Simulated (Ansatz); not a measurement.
## (AlSb)2(CdSe)2 [001] superlattice, started as zinc blende: relaxing the cell for a phonon run

Aim: bring (AlSb)2(CdSe)2 [001] superlattice, started as zinc blende to small forces and stress, as phonons need.

Calculated with Ansatz 0.2.0; DFT LDA, scalar-relativistic, plane waves, PAW.

The structure was built from a prototype and need not be the compound's stable phase.

**1. The structure**

Symmetry: Pmm2, No. 25, orthorhombic system. The conventional cell has a = 4.310 Å, b = 4.310 Å, c = 12.190 Å, α = 90.00°, β = 90.00°, γ = 90.00°. Nearest to Al lie 2 Se at 2.64 Å and 2 Sb at 2.64 Å. Nearest to Al lie 4 Sb at 2.64 Å. Cd has 2 Se at 2.64 Å and 2 Sb at 2.64 Å nearest. Nearest to Cd lie 4 Se at 2.64 Å. Nearest to Sb lie 4 Al at 2.64 Å. Nearest to Sb lie 2 Cd at 2.64 Å and 2 Al at 2.64 Å. Farther neighbours and most contacts between anions are not listed.

**2. Probe on a coarse mesh**

A quick single point on a coarse mesh tells whether the cell has a gap and how far it is from rest, which sets the k mesh and smearing that follow.

File input.yaml:

```yaml
crystal:
  lattice:
    - [3.0475, 3.0475, 0.0]
    - [-3.0475, 3.0475, 0.0]
    - [0.0, 0.0, 12.19]
  atoms:
    - { symbol: Al, position: [0.0, 0.0, 0.0] }
    - { symbol: Al, position: [0.5, 0.5, 0.25] }
    - { symbol: Cd, position: [0.0, 0.0, 0.5] }
    - { symbol: Cd, position: [0.5, 0.5, 0.75] }
    - { symbol: Sb, position: [0.5, 0.0, 0.125] }
    - { symbol: Sb, position: [0.0, 0.5, 0.375] }
    - { symbol: Se, position: [0.5, 0.0, 0.625] }
    - { symbol: Se, position: [0.0, 0.5, 0.875] }
kpoints:
  mp_grid: { grid: [4, 4, 2] }
hamiltonian:
  xc: lda
scf:
  occupations: { method: gaussian, width: 0.1 }
output:
  forces: true
  stress: true
  eigenvalues: true
```

Command:

```sh
$ ansatz run input.yaml --threads 8 --pin off --max-ram 14336MiB --backend cpu --events-out ev --progress --plain --runs-dir out
```

Numbers of over 12 decimals in the logs are rounded to 6 here.

The log of the run:

```text
Engine: ansatz 0.2.0, x86_64-unknown-linux-gnu
Pseudopotentials: kind: paw
Pseudopotential: Al, paw, valence charge 3, recommended cutoff 420 eV (normal), Al.paw.azcp
Pseudopotential: Cd, paw, valence charge 20, recommended cutoff 420 eV (normal), Cd.paw.azcp
Pseudopotential: Sb, paw, valence charge 15, recommended cutoff 420 eV (normal), Sb.paw.azcp
[...]
k-point 0: bands = [... 50 lower, 5.4960, 6.5766, 6.8361, 7.2472, 7.5205, 8.3228, 8.5467, 9.4179, ... 7 higher]
  k-point 1: bands = [... 50 lower, 5.7085, 5.8866, 6.6635, 7.4251, 7.9917, 8.5175, 8.7053, 9.0223, ... 7 higher]
  k-point 2: bands = [... 50 lower, 5.6394, 5.6698, 6.0930, 6.7335, 8.7138, 8.9628, 9.1663, 9.4641, ... 7 higher]
  k-point 17: bands = [... 50 lower, 4.3948, 4.5769, 4.8996, 5.1583, 8.7949, 9.0498, 9.1540, 9.6325, ... 7 higher]
[key lines of the parts left out:]
SCF converged after 9 iterations
Free energy (F): -40701.875895 eV
Fermi energy:    7.578106 eV
P = ⅓ Tr σ = -0.5103 GPa (-5.103 kbar)
```

It took 3.2 s on 8 threads of Intel Xeon Platinum 8488C (Sapphire Rapids), shared host; peak memory 0.96 GiB; 15 s of CPU time.

This step gave:

| Quantity | Value |
| --- | --- |
| pressure | -0.5103 GPa |
| volume per atom | 28.30 Å³ |
| gap on the k-mesh | 0 eV |

The coarse mesh shows no gap and a pressure of -0.5 GPa.

**3. Rough relaxation**

A rough relaxation comes first, because large forces or stress need no tight tolerances yet.

Edit input.yaml of step 2 so:

```diff
@@ -15,3 +15,3 @@
 kpoints:
-  mp_grid: { grid: [4, 4, 2] }
+  mp_grid: { grid: [6, 6, 2] }
 hamiltonian:
@@ -24 +24,6 @@
   eigenvalues: true
+relax:
+  adjacent_minimum: "off"
+  f_tol: 0.05
+  max_steps: 80
+  cell: { stress_tol: 0.5 }
```

The log of the run:

```text
[...]
Crystal: 8 atoms, lattice volume = 226.423 Å³
Basis set: ecut = 420 eV, 4361 PW (Γ)
Bands: 65, of which v1, the nominal top of the filled ones, is band 54 counted from 1 (53 counted from 0)
Symmetry: 4 space group operations
[...]
k-points: 32 of 72
[...]
- [3.040538, 3.040538, 0]
    - [-3.042469, 3.042469, 0]
    - [0, 0, 12.032179]
  atoms:
    - { symbol: Al, position: [0, 0, -0.00766797] }
    - { symbol: Al, position: [0.5, 0.5, 0.245779] }
    - { symbol: Cd, position: [0, 0, 0.505930] }
    - { symbol: Cd, position: [0.5, 0.5, 0.753018] }
    - { symbol: Sb, position: [0.500000, 0, 0.114949] }
    - { symbol: Sb, position: [0, 0.5, 0.368609] }
    - { symbol: Se, position: [0.500000, 0, 0.635984] }
    - { symbol: Se, position: [0, 0.5, 0.883400] }
[key lines of the parts left out:]
SCF converged after 4 iterations
Free energy (F): -40702.170332 eV
Fermi energy:    7.844825 eV
P = ⅓ Tr σ = -0.0364 GPa (-0.364 kbar)
```

Run time: 19 s. Hardware: 8 threads; peak memory 1.1 GiB.

The steps of the relaxation:

| step | energy less that of the first step (eV) | largest force component (eV/Å) | pressure (GPa) | volume (Å³) |
| --- | --- | --- | --- | --- |
| 1 | 0.0000 | 0.8527 | -0.63 | 226.42 |
| 2 | -0.1338 | 0.6473 | -0.01 | 222.67 |
| 3 | -0.1797 | 0.0729 | -0.08 | 222.76 |
| 4 | -0.1807 | 0.0218 | -0.04 | 222.61 |
| 5* | -0.1799 | 0.0218 | -0.04 | 222.61 |

Relaxation steps marked * repeat the geometry before them on a plane-wave basis chosen anew for their cell, so energy and pressure can jump there.

The run keeps the 4 symmetry operations that it works with, so distortions that break them were not tested.

| conventional cell, symmetrised | before | after | change |
| --- | --- | --- | --- |
| a (Å) | 4.310 | 4.300 | -0.2 % |
| b (Å) | 4.310 | 4.303 | -0.2 % |
| c (Å) | 12.190 | 12.032 | -1.3 % |
| volume (Å³/atom) | 28.30 | 27.83 | -1.7 % |

The atoms that moved most (Å, as changes of fractional coordinates times the final cell):

| atom | dx | dy | dz | length |
| --- | --- | --- | --- | --- |
| Se7 | 0.000 | 0.000 | 0.132 | 0.132 |
| Sb5 | 0.000 | 0.000 | -0.121 | 0.121 |
| Se8 | 0.000 | 0.000 | 0.101 | 0.101 |
| Al1 | 0.000 | 0.000 | -0.092 | 0.092 |
| Sb6 | 0.000 | 0.000 | -0.077 | 0.077 |
| Cd3 | 0.000 | 0.000 | 0.071 | 0.071 |
| Al2 | 0.000 | 0.000 | -0.051 | 0.051 |
| Cd4 | 0.000 | 0.000 | 0.036 | 0.036 |

Numbers from this step:

```
pressure        : -0.03640 GPa
volume per atom : 27.83 Å³
```

In this step the volume went from 28.30 to 27.83 Å³/atom.

**4. Relaxation**

The cell and atoms are relaxed, since residual forces and stress would shift the frequencies.

File input.yaml:

```yaml
crystal:
  lattice:
    - [3.0405384484, 3.0405384484, 0.0]
    - [-3.0424685835, 3.0424685835, 0.0]
    - [0.0, 0.0, 12.0321788141]
  atoms:
    - { symbol: Al, position: [0.0, 0.0, -0.0076679717] }
    - { symbol: Al, position: [0.5, 0.5, 0.2457790641] }
    - { symbol: Cd, position: [0.0, 0.0, 0.5059299093] }
    - { symbol: Cd, position: [0.5, 0.5, 0.7530177366] }
    - { symbol: Sb, position: [0.5, 0.0, 0.1149486457] }
    - { symbol: Sb, position: [0.0, 0.5, 0.3686090201] }
    - { symbol: Se, position: [0.5, 0.0, 0.6359840702] }
    - { symbol: Se, position: [0.0, 0.5, 0.8833995258] }
kpoints:
  mp_grid: { grid: [8, 8, 4] }
hamiltonian:
  xc: lda
scf:
  occupations: { method: gaussian, width: 0.1 }
output:
  forces: true
  stress: true
  eigenvalues: true
relax:
  adjacent_minimum: "off"
  f_tol: 0.005
  max_steps: 80
  cell: { stress_tol: 0.05 }
```

The log of the run:

```text
[...]
Crystal: 8 atoms, lattice volume = 222.613 Å³
Basis set: ecut = 420 eV, 4353 PW (Γ)
Bands: 65, of which v1, the nominal top of the filled ones, is band 54 counted from 1 (53 counted from 0)
[... 1 set-up line as in the run before ...]
[...]
k-points: 75 of 256 (time reversal used)
[...]
SCF iter   1: F=—  HF=-40702.195516 eV  |F-HF|=—  |Δ(HF+E_count)|=         —  Δρ=6.52e-3  dr2=7.78e-2  ethr=1.77e-3  ⟨swp⟩=7.2  Hψ=18748  notcnv=0  defer=10
[...]
SCF iter   7: F=-40702.176567 eV  HF=-40702.176567 eV  |F-HF|=3.51e-8  |Δ(HF+E_count)|=   1.83e-7  Δρ=5.69e-6  dr2=7.96e-8  ethr=9.26e-11  ⟨swp⟩=10.7  Hψ=22981  notcnv=0
SCF 1 converged in 7 iterations: F = -40702.176567 eV  dr2 = 7.96e-8
[...]
relax step   1: F+E_penalty+E_count = -40702.17656708 eV  Δ(F+E_penalty+E_count) = +0.000e0 eV  max|allowed force component| = 2.210e-2 eV/Å  Δτ_max = 0.0000 Å  P = -0.064 GPa  Ω = 222.613 Å³  (7 SCF iters, dr2 threshold 1.00e-7 eV, accepted)
Crystal: 8 atoms, lattice volume = 222.202 Å³
[...]
SCF iter   7: F=-40702.176698 eV  HF=-40702.176698 eV  |F-HF|=3.71e-10  |Δ(HF+E_count)|=   4.29e-9  Δρ=1.51e-6  dr2=3.22e-9  ethr=2.83e-11  ⟨swp⟩=5.1  Hψ=16712  notcnv=0
SCF 2 converged in 7 iterations: F = -40702.176698 eV  dr2 = 3.22e-9
relax step   2: F+E_penalty+E_count = -40702.17669810 eV  Δ(F+E_penalty+E_count) = -1.310e-4 eV  max|allowed force component| = 2.073e-2 eV/Å  Δτ_max = 0.0088 Å  P = +0.043 GPa  Ω = 222.202 Å³  energy of the carried Pulay correction = +7.705e-5 eV  (7 SCF iters, dr2 threshold 3.05e-8 eV, accepted)
Crystal: 8 atoms, lattice volume = 222.366 Å³
[...]
SCF iter   6: F=-40702.176776 eV  HF=-40702.176776 eV  |F-HF|=9.95e-9  |Δ(HF+E_count)|=   2.05e-8  Δρ=1.91e-6  dr2=1.39e-8  ethr=2.49e-11  ⟨swp⟩=6.1  Hψ=19591  notcnv=0
SCF 3 converged in 6 iterations: F = -40702.176776 eV  dr2 = 1.39e-8
relax step   3: F+E_penalty+E_count = -40702.17677570 eV  Δ(F+E_penalty+E_count) = -7.759e-5 eV  max|allowed force component| = 1.194e-3 eV/Å  Δτ_max = 0.0040 Å  P = -0.001 GPa  Ω = 222.366 Å³  energy of the carried Pulay correction = +4.628e-5 eV  (6 SCF iters, dr2 threshold 2.69e-8 eV, accepted)
[...]
SCF iter   1: F=—  HF=-40702.176682 eV  |F-HF|=—  |Δ(HF+E_count)|=         —  Δρ=2.53e-5  dr2=4.49e-8  ethr=2.05e-7  ⟨swp⟩=3.4  Hψ=30451  notcnv=0
eigensolver tolerance schedule: the retry pair's looser diagonalisation over-reported the residual by 4928.62 of it (diagonalisation noise at 0.48 of the residual, at the tolerance the schedule requests for it); recorded, not acted on — ethr = c·dr2/N_el stays at c = 1.0e-1
[...]
SCF iter   2: F=—  HF=-40702.176723 eV  |F-HF|=—  |Δ(HF+E_count)|=   4.15e-5  Δρ=1.90e-6  dr2=1.74e-8  ethr=4.16e-11  ⟨swp⟩=3.1  Hψ=10573  notcnv=0
[...]
SCF iter   6: F=-40702.176723 eV  HF=-40702.176723 eV  |F-HF|=7.28e-12  |Δ(HF+E_count)|=  4.37e-11  Δρ=6.05e-8  dr2=1.94e-11  ethr=1.00e-12  ⟨swp⟩=6.3  Hψ=18684  notcnv=0
SCF 4 converged in 6 iterations: F = -40702.176723 eV  dr2 = 1.94e-11
relax step   4: F+E_penalty+E_count = -40702.17672310 eV  Δ(F+E_penalty+E_count) = +5.260e-5 eV  max|allowed force component| = 1.206e-3 eV/Å  Δτ_max = 0.0000 Å  P = -0.001 GPa  Ω = 222.366 Å³  stress off target by 3.76e-3 GPa  SCF on the basis re-selected at this cell (its energy is not comparable with the rows above)  (6 SCF iters)
[...]
SCF converged after 6 iterations
Free energy (F): -40702.176723 eV
[...]
Internal energy: -40702.168078 eV  (E = F + TS)
E sigma→0 (E₀):  -40702.172401 eV
Entropy (-TS):   -0.008645 eV (-1.081 meV/atom)
Fermi energy:    7.861366 eV
[...]
--- Forces (eV/Å), atoms counted from 1 ---
  atom   1  Al     0.00000000    -0.00000000    -0.00025793
  atom   2  Al     0.00000000     0.00000000     0.00034572
  atom   3  Cd     0.00000000     0.00000000    -0.00003349
  atom   4  Cd     0.00000000    -0.00000000    -0.00120603
  atom   5  Sb    -0.00000000     0.00000000    -0.00031647
  atom   6  Sb    -0.00000000     0.00000000     0.00003132
  atom   7  Se    -0.00000000     0.00000000     0.00059946
  atom   8  Se    -0.00000000     0.00000000     0.00083558
  max |Σ_I F_I| component: 1.85e-6 eV/Å
--- Stress (GPa, compression-positive) ---
       -0.000744       0.003016      -0.000000
        0.003016      -0.000744       0.000000
       -0.000000       0.000000      -0.001052
  P = ⅓ Tr σ = -0.0008 GPa (-0.008 kbar)
--- Band table (eV; the first three rows and the last of 75) ---
  k-point 0: bands = [... 50 lower, 5.8729, 6.7291, 7.0098, 7.4938, 7.7883, 8.4005, 8.7554, 9.6161, ... 7 higher]
  k-point 1: bands = [... 50 lower, 5.9572, 6.1938, 6.9263, 7.7448, 7.8818, 8.5294, 8.7490, 9.5352, ... 7 higher]
  k-point 2: bands = [... 50 lower, 5.9854, 6.1249, 6.8218, 7.7007, 8.0584, 8.7404, 8.8367, 9.3910, ... 7 higher]
  k-point 74: bands = [... 50 lower, 4.6620, 4.8481, 5.0856, 5.4294, 9.3563, 9.3655, 9.6936, 9.8656, ... 7 higher]
--- Relaxed structure (3 steps of the walk, 3 accepted, 1 SCFs on fresh bases) ---
[...]
cell:  # Å, volume = 222.3663 Å³
    - [3.037722, 3.037722, 0]
    - [-3.042885, 3.042885, 0]
    - [0, 0, 12.028336]
  atoms:
    - { symbol: Al, position: [0, 0, -0.0076477] }
    - { symbol: Al, position: [0.500000, 0.500000, 0.245788] }
    - { symbol: Cd, position: [0, 0, 0.505528] }
    - { symbol: Cd, position: [0.500000, 0.500000, 0.752916] }
    - { symbol: Sb, position: [0.5, 0, 0.115174] }
    - { symbol: Sb, position: [0, 0.5, 0.368647] }
    - { symbol: Se, position: [0.5, 0, 0.635880] }
    - { symbol: Se, position: [0, 0.5, 0.883715] }
```

It took 33 s on 8 threads; peak memory 1.4 GiB; 4.3 min of CPU time.

Little changed from the start: no atom moved by 0.005 Å and no cell edge by 0.1 %.

This step gave:

```
pressure        : -8.46e-4 GPa
volume per atom : 27.80 Å³
```

In this step the volume went from 27.83 to 27.80 Å³/atom.

**5. Relaxing to small forces for the phonons**

Phonons need a cell at rest on their own settings, so the relaxation is repeated with tight tolerances on forces and stress, using the mesh and the filling of the phonon run that follows.

File input.yaml:

```yaml
crystal:
  lattice:
    - [3.0377219688, 3.0377219688, 0.0]
    - [-3.0428847138, 3.0428847138, 0.0]
    - [0.0, 0.0, 12.0283357705]
  atoms:
    - { symbol: Al, position: [0.0, 0.0, -0.007647705] }
    - { symbol: Al, position: [0.5, 0.5, 0.2457876029] }
    - { symbol: Cd, position: [0.0, 0.0, 0.5055280934] }
    - { symbol: Cd, position: [0.5, 0.5, 0.7529155276] }
    - { symbol: Sb, position: [0.5, 0.0, 0.115174369] }
    - { symbol: Sb, position: [0.0, 0.5, 0.3686473671] }
    - { symbol: Se, position: [0.5, 0.0, 0.6358796504] }
    - { symbol: Se, position: [0.0, 0.5, 0.8837150946] }
kpoints:
  mp_grid: { grid: [8, 8, 4] }
hamiltonian:
  xc: lda
scf:
  occupations: { method: methfessel_paxton, width: 0.2 }
output:
  forces: true
  stress: true
  eigenvalues: true
relax:
  adjacent_minimum: "off"
  f_tol: 0.001
  max_steps: 60
  cell: { stress_tol: 0.01 }
```

The log of the run:

```text
[...]
Crystal: 8 atoms, lattice volume = 222.366 Å³
Basis set: ecut = 420 eV, 4353 PW (Γ)
Bands: 65, of which v1, the nominal top of the filled ones, is band 54 counted from 1 (53 counted from 0)
[... 1 set-up line as in the run before ...]
[...]
k-points: 75 of 256 (time reversal used)
[...]
- [3.038023, 3.038023, 0]
    - [-3.042821, 3.042821, 0]
    - [0, 0, 12.027440]
  atoms:
    - { symbol: Al, position: [0, 0, -0.00765182] }
    - { symbol: Al, position: [0.500000, 0.5, 0.245803] }
    - { symbol: Cd, position: [0, 0, 0.505537] }
    - { symbol: Cd, position: [0.500000, 0.5, 0.752908] }
    - { symbol: Sb, position: [0.5, 0, 0.115174] }
    - { symbol: Sb, position: [0, 0.5, 0.368647] }
    - { symbol: Se, position: [0.5, 0, 0.635865] }
    - { symbol: Se, position: [0, 0.5, 0.883718] }
[key lines of the parts left out:]
SCF converged after 7 iterations
Free energy (F): -40702.175556 eV
Fermi energy:    7.867340 eV
P = ⅓ Tr σ = -0.0001 GPa (-0.001 kbar)
```

Wall time 34 s (8 threads); peak memory 1.5 GiB; 4.4 min of CPU time.

Little changed from the start: no atom moved by 0.005 Å and no cell edge by 0.1 %.

This step gave:

| Property | Result |
| --- | --- |
| pressure | -1.44e-4 GPa |

The largest force component left is 0.18 meV/Å and the pressure is 0.000 GPa, within the tolerances set. The cell now holds 27.80 Å³/atom.

**6. Outcome**

| Quantity | Value |
| --- | --- |
| space group after relaxation (within 0.01 Å) | Pmm2 |
| lattice constant a | 4.296 Å |
| lattice constant b | 4.303 Å |
| lattice constant c | 12.027 Å |
| volume per atom | 27.8 Å³ |

**Reading.** The largest force component left is 0.18 meV/Å and the pressure is 0.000 GPa, within the tolerances set. The cell now holds 27.80 Å³/atom. The relaxation keeps the symmetry of its start, so it says nothing on stability against lower symmetry. Spin-orbit coupling is left out, which can matter for the heavy elements here. The starting cell was built on a prototype and not taken from a measurement, so the phase need not exist.

[Logs are printed without paths, hosts, clocks, repeated set-up lines and the standing remarks that a program may print on its own settings, such as how far it seeks lower states.]

[Hosts, paths, dates, database ids (printed as entryN), source tags and the programs' standing remarks are cut or masked in the printed files.]
